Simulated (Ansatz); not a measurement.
# From LDA to G0W0: ZnPS3 (C2/m), part 3 of 3

Aim: the quasiparticle gap of ZnPS3 (C2/m), starting from LDA.

Ansatz 0.2.0; LDA, then G0W0 on it, plane waves, PAW. Known limits of the many-body steps: finite bands, screening cutoff and k mesh; no spin-orbit coupling in G0W0; d shells not analysed.

So far. Step 3 (The LDA band structure): Over mesh and path the gap is 1.981 eV, from k = (0.333, 0.333, -0.500) to k = Γ. The least direct gap found is 2.223 eV, at k = (0.333, 0.333, 0.250). Step 4 (G0W0 on the 4×4×2 mesh): Over 13 of 14 irreducible mesh points the G0W0 gap is 3.405 eV, from k = (-0.500, -0.500, 0.000) to k = Γ. The LDA gap of this run on the mesh is 2.146 eV. The two states that bound the G0W0 gap lie that far apart at the start, so the correction of the gap is 3.405 − 2.146 = +1.259 eV.

In doubt: masses and optical values from hybrid runs of this build are listed as unsure (in some of the runs), which bears on the screening that GW takes from such a start.

## (4) G0W0 on the 4×4×2 mesh (continued)

Level of this step: G0W0 on LDA, plane waves, PAW (Ansatz).

Labels follow the order of the start: v1 is the top filled band, c1 the lowest empty one; levels that stay degenerate share a row, the window can cut a multiplet, doubted levels are not marked in this list, bands outside the window were not corrected, and the list may be a part of the corrected levels. The levels before and after the correction (eV, zero at the valence-band top of each column):

|  | conduction bottom | valence top |
| --- | --- | --- |
| Kohn-Sham | 2.15 | 0.00 |
| G0W0 | 3.41 | 0.00 |

```
                      level  occupation  energy (eV)
Kohn-Sham              Γ v3           2       -0.776
Kohn-Sham              Γ v2           2       -0.360
Kohn-Sham              Γ v1           2       -0.310
Kohn-Sham              Γ c1           0        2.146
Kohn-Sham              Γ c2           0        3.262
Kohn-Sham              Γ c3           0        3.368
Kohn-Sham  (-0.5 -0.5 0) v3           2       -0.862
Kohn-Sham  (-0.5 -0.5 0) v2           2       -0.237
Kohn-Sham  (-0.5 -0.5 0) v1           2        0.000
Kohn-Sham  (-0.5 -0.5 0) c1           0        2.417
Kohn-Sham  (-0.5 -0.5 0) c2           0        2.837
Kohn-Sham  (-0.5 -0.5 0) c3           0        3.038
     G0W0              Γ v3           2       -0.739
     G0W0              Γ v2           2       -0.346
     G0W0              Γ v1           2       -0.295
     G0W0              Γ c1           0        3.405
     G0W0              Γ c2           0        4.575
     G0W0              Γ c3           0        4.593
     G0W0  (-0.5 -0.5 0) v3           2       -0.847
     G0W0  (-0.5 -0.5 0) v2           2       -0.232
     G0W0  (-0.5 -0.5 0) v1           2        0.000
     G0W0  (-0.5 -0.5 0) c1           0        3.622
     G0W0  (-0.5 -0.5 0) c2           0        3.984
     G0W0  (-0.5 -0.5 0) c3           0        4.248
```

The parts of the quasiparticle energy for the two states that bound the G0W0 gap, in eV on the run's own scale (QP = start + Σx + Σc − Vxc, with Σc at the quasiparticle energy):

| edge | k | band | start | Σx | Σc | Vxc | Z | QP |
| --- | --- | --- | --- | --- | --- | --- | --- | --- |
| valence top | (-0.500, -0.500, 0.000) | 35 | 6.148 | −20.533 | 2.142 | −17.758 | 0.756 | 5.515 |
| conduction bottom | Γ | 36 | 8.294 | −10.340 | −4.355 | −15.322 | 0.783 | 8.920 |

## (5) Side by side

Each gap is the least one over the points named; times are wall times on shared hosts, not benchmarks. A G0W0 time includes the run's own self-consistent start. Rows marked * are further runs, not shown as steps, whose inputs differ from the G0W0 step on the same start in the columns given; solver thresholds can differ too.

```
    level   mesh       files, cutoff   bands summed, screening                            points  gap (eV)              valence top  conduction bottom  least direct gap (eV)   time
      LDA  6×6×4  soft_2 PAW, 420 eV                         -                     mesh and path     1.981   (0.333, 0.333, -0.500)                  Γ                  2.223  2.4 s
G0W0@LDA*  4×4×2  soft_2 PAW, 420 eV                163, 45 eV  13 of 14 irreducible mesh points     3.501  (-0.500, -0.500, 0.000)                  Γ                  3.687  5.2 s
G0W0@LDA*  4×4×2  soft_2 PAW, 420 eV                397, 90 eV  13 of 14 irreducible mesh points     3.429  (-0.500, -0.500, 0.000)                  Γ                  3.613  8.1 s
 G0W0@LDA  4×4×2  soft_2 PAW, 420 eV               814, 150 eV  13 of 14 irreducible mesh points     3.405  (-0.500, -0.500, 0.000)                  Γ                  3.622   19 s
G0W0@LDA*  2×2×2  soft_2 PAW, 420 eV                397, 90 eV     all 6 irreducible mesh points     3.410  (-0.500, -0.500, 0.000)                  Γ                  3.586  3.6 s
G0W0@LDA*  4×4×2  soft_2 PAW, 420 eV  397, 90 eV, plasmon pole  13 of 14 irreducible mesh points     3.435  (-0.500, -0.500, 0.000)                  Γ                  3.614   15 s
```

## (6) Summary of results

| Quantity | Value |
| --- | --- |
| LDA gap over mesh and path | 1.981 eV, from k = (0.333, 0.333, -0.500) to k = Γ |
| G0W0@LDA gap over 13 of 14 irreducible mesh points | 3.405 eV, from k = (-0.500, -0.500, 0.000) to k = Γ |
| estimated limit in bands and cutoff, on this mesh | 3.382 eV |
| GW settings | 4×4×2 mesh, 779 empty bands, screening to 150 eV |
| known limits | finite bands, screening cutoff and k mesh; no spin-orbit coupling in G0W0; d shells not analysed |

In words: Over 13 of 14 irreducible mesh points the G0W0 gap is 3.405 eV, from k = (-0.500, -0.500, 0.000) to k = Γ. The LDA gap of this run on the mesh is 2.146 eV. The two states that bound the G0W0 gap lie that far apart at the start, so the correction of the gap is 3.405 − 2.146 = +1.259 eV. The valence state moves by 5.515 − 6.148 = −0.633 eV and the conduction state by 8.920 − 8.294 = +0.626 eV, on the run's own scale; with 163 bands the edge states move by −0.110 and +1.245 eV, so the split between the edges depends on the bands and cutoff. Over mesh and path, LDA puts the valence top at k = (0.333, 0.333, -0.500), where no G0W0 correction was computed. The G0W0 gap over the whole zone is therefore not known from this run; at its settings it can only be equal to or under the 3.405 eV found, and no correction is carried over from another point. For the start itself the gap is 1.981 eV over mesh and path and 2.146 eV on the mesh of the G0W0 run, in runs that differ in mesh (6×6×4 and 4×4×2). From 163 bands and 45 eV to 814 bands and 150 eV the gap moves by 3.405 − 3.501 = −0.096 eV (rung by rung 3.501, 3.429, 3.405 eV); bands and screening cutoff rise together, so their parts are not told apart. A line in one over the bands through the two highest rungs gives 3.405 + (3.405 − 3.429) × 397 / (814 − 397) = 3.382 eV, and through the pair below 3.429 + (3.429 − 3.501) × 163 / (397 − 163) = 3.379 eV. The two agree within 0.03 eV and the same two states bound the gap in each rung, so 3.382 eV is taken as an estimate of the limit on this mesh. With the 2×2×2 mesh in place of the 4×4×2 mesh and all else as in the G0W0@LDA row with 397 bands, the gap differs by 3.410 − 3.429 = −0.019 eV, and that of the start by 2.131 − 2.146 = −0.015 eV. With the plasmon pole model in place of the contour deformation model and all else as in the G0W0@LDA row with 397 bands, the gap differs by 3.435 − 3.429 = +0.006 eV. G0W0 on other starts in this series, not shown as steps and not all at these settings: 3.787 eV on r2SCAN (4×4×2, soft_2 PAW, 397 bands, 90 eV) and 4.039 eV on HSE06 (4×4×2, soft_2 PAW, 397 bands, 90 eV). The G0W0 runs are scalar-relativistic. One-shot GW is known to converge slowly in bands for compounds with shallow d shells. The cell holds Zn; the filling of the d shell and its place against the gap were not analysed here. G0W0@LDA runs of this series with other atomic data on the same mesh, not shown as steps, give 3.416 eV (hard PAW, 660 eV, 405 bands, screening to 90 eV; the table's row with the same empty bands and screening cutoff has 3.429 eV); where bands and cutoffs differ too, the part of the files is not isolated.

[Paths, hosts, dates, memory and timing lines, banners, echoed tables and standing remarks are left out of the program output.]

[Logs are printed without paths, hosts, clocks, repeated set-up lines and the standing remarks that a program may print on its own settings, such as how far it seeks lower states.]

[Runs of the session that timed out or met a known fault of the program may be left out.]

[Cells called generated may have been cut or substituted from an entry of the Crystallography Open Database or the Materials Project.]

[Hosts, paths, dates, database ids (printed as entryN), source tags and the programs' standing remarks are cut or masked in the printed files.]

[Where an RPA ε∞ is given, it is that of the G0W0 mesh and is not shown converged in it. Names of k-points follow the symmetry that the program found, which can be lower than the space group named. Band edges on a path are those of the sampled points; other points can move an edge, and change direct to indirect where valleys lie close.]

[Hybrid gaps are those of their k-mesh and are not shown converged in it.]
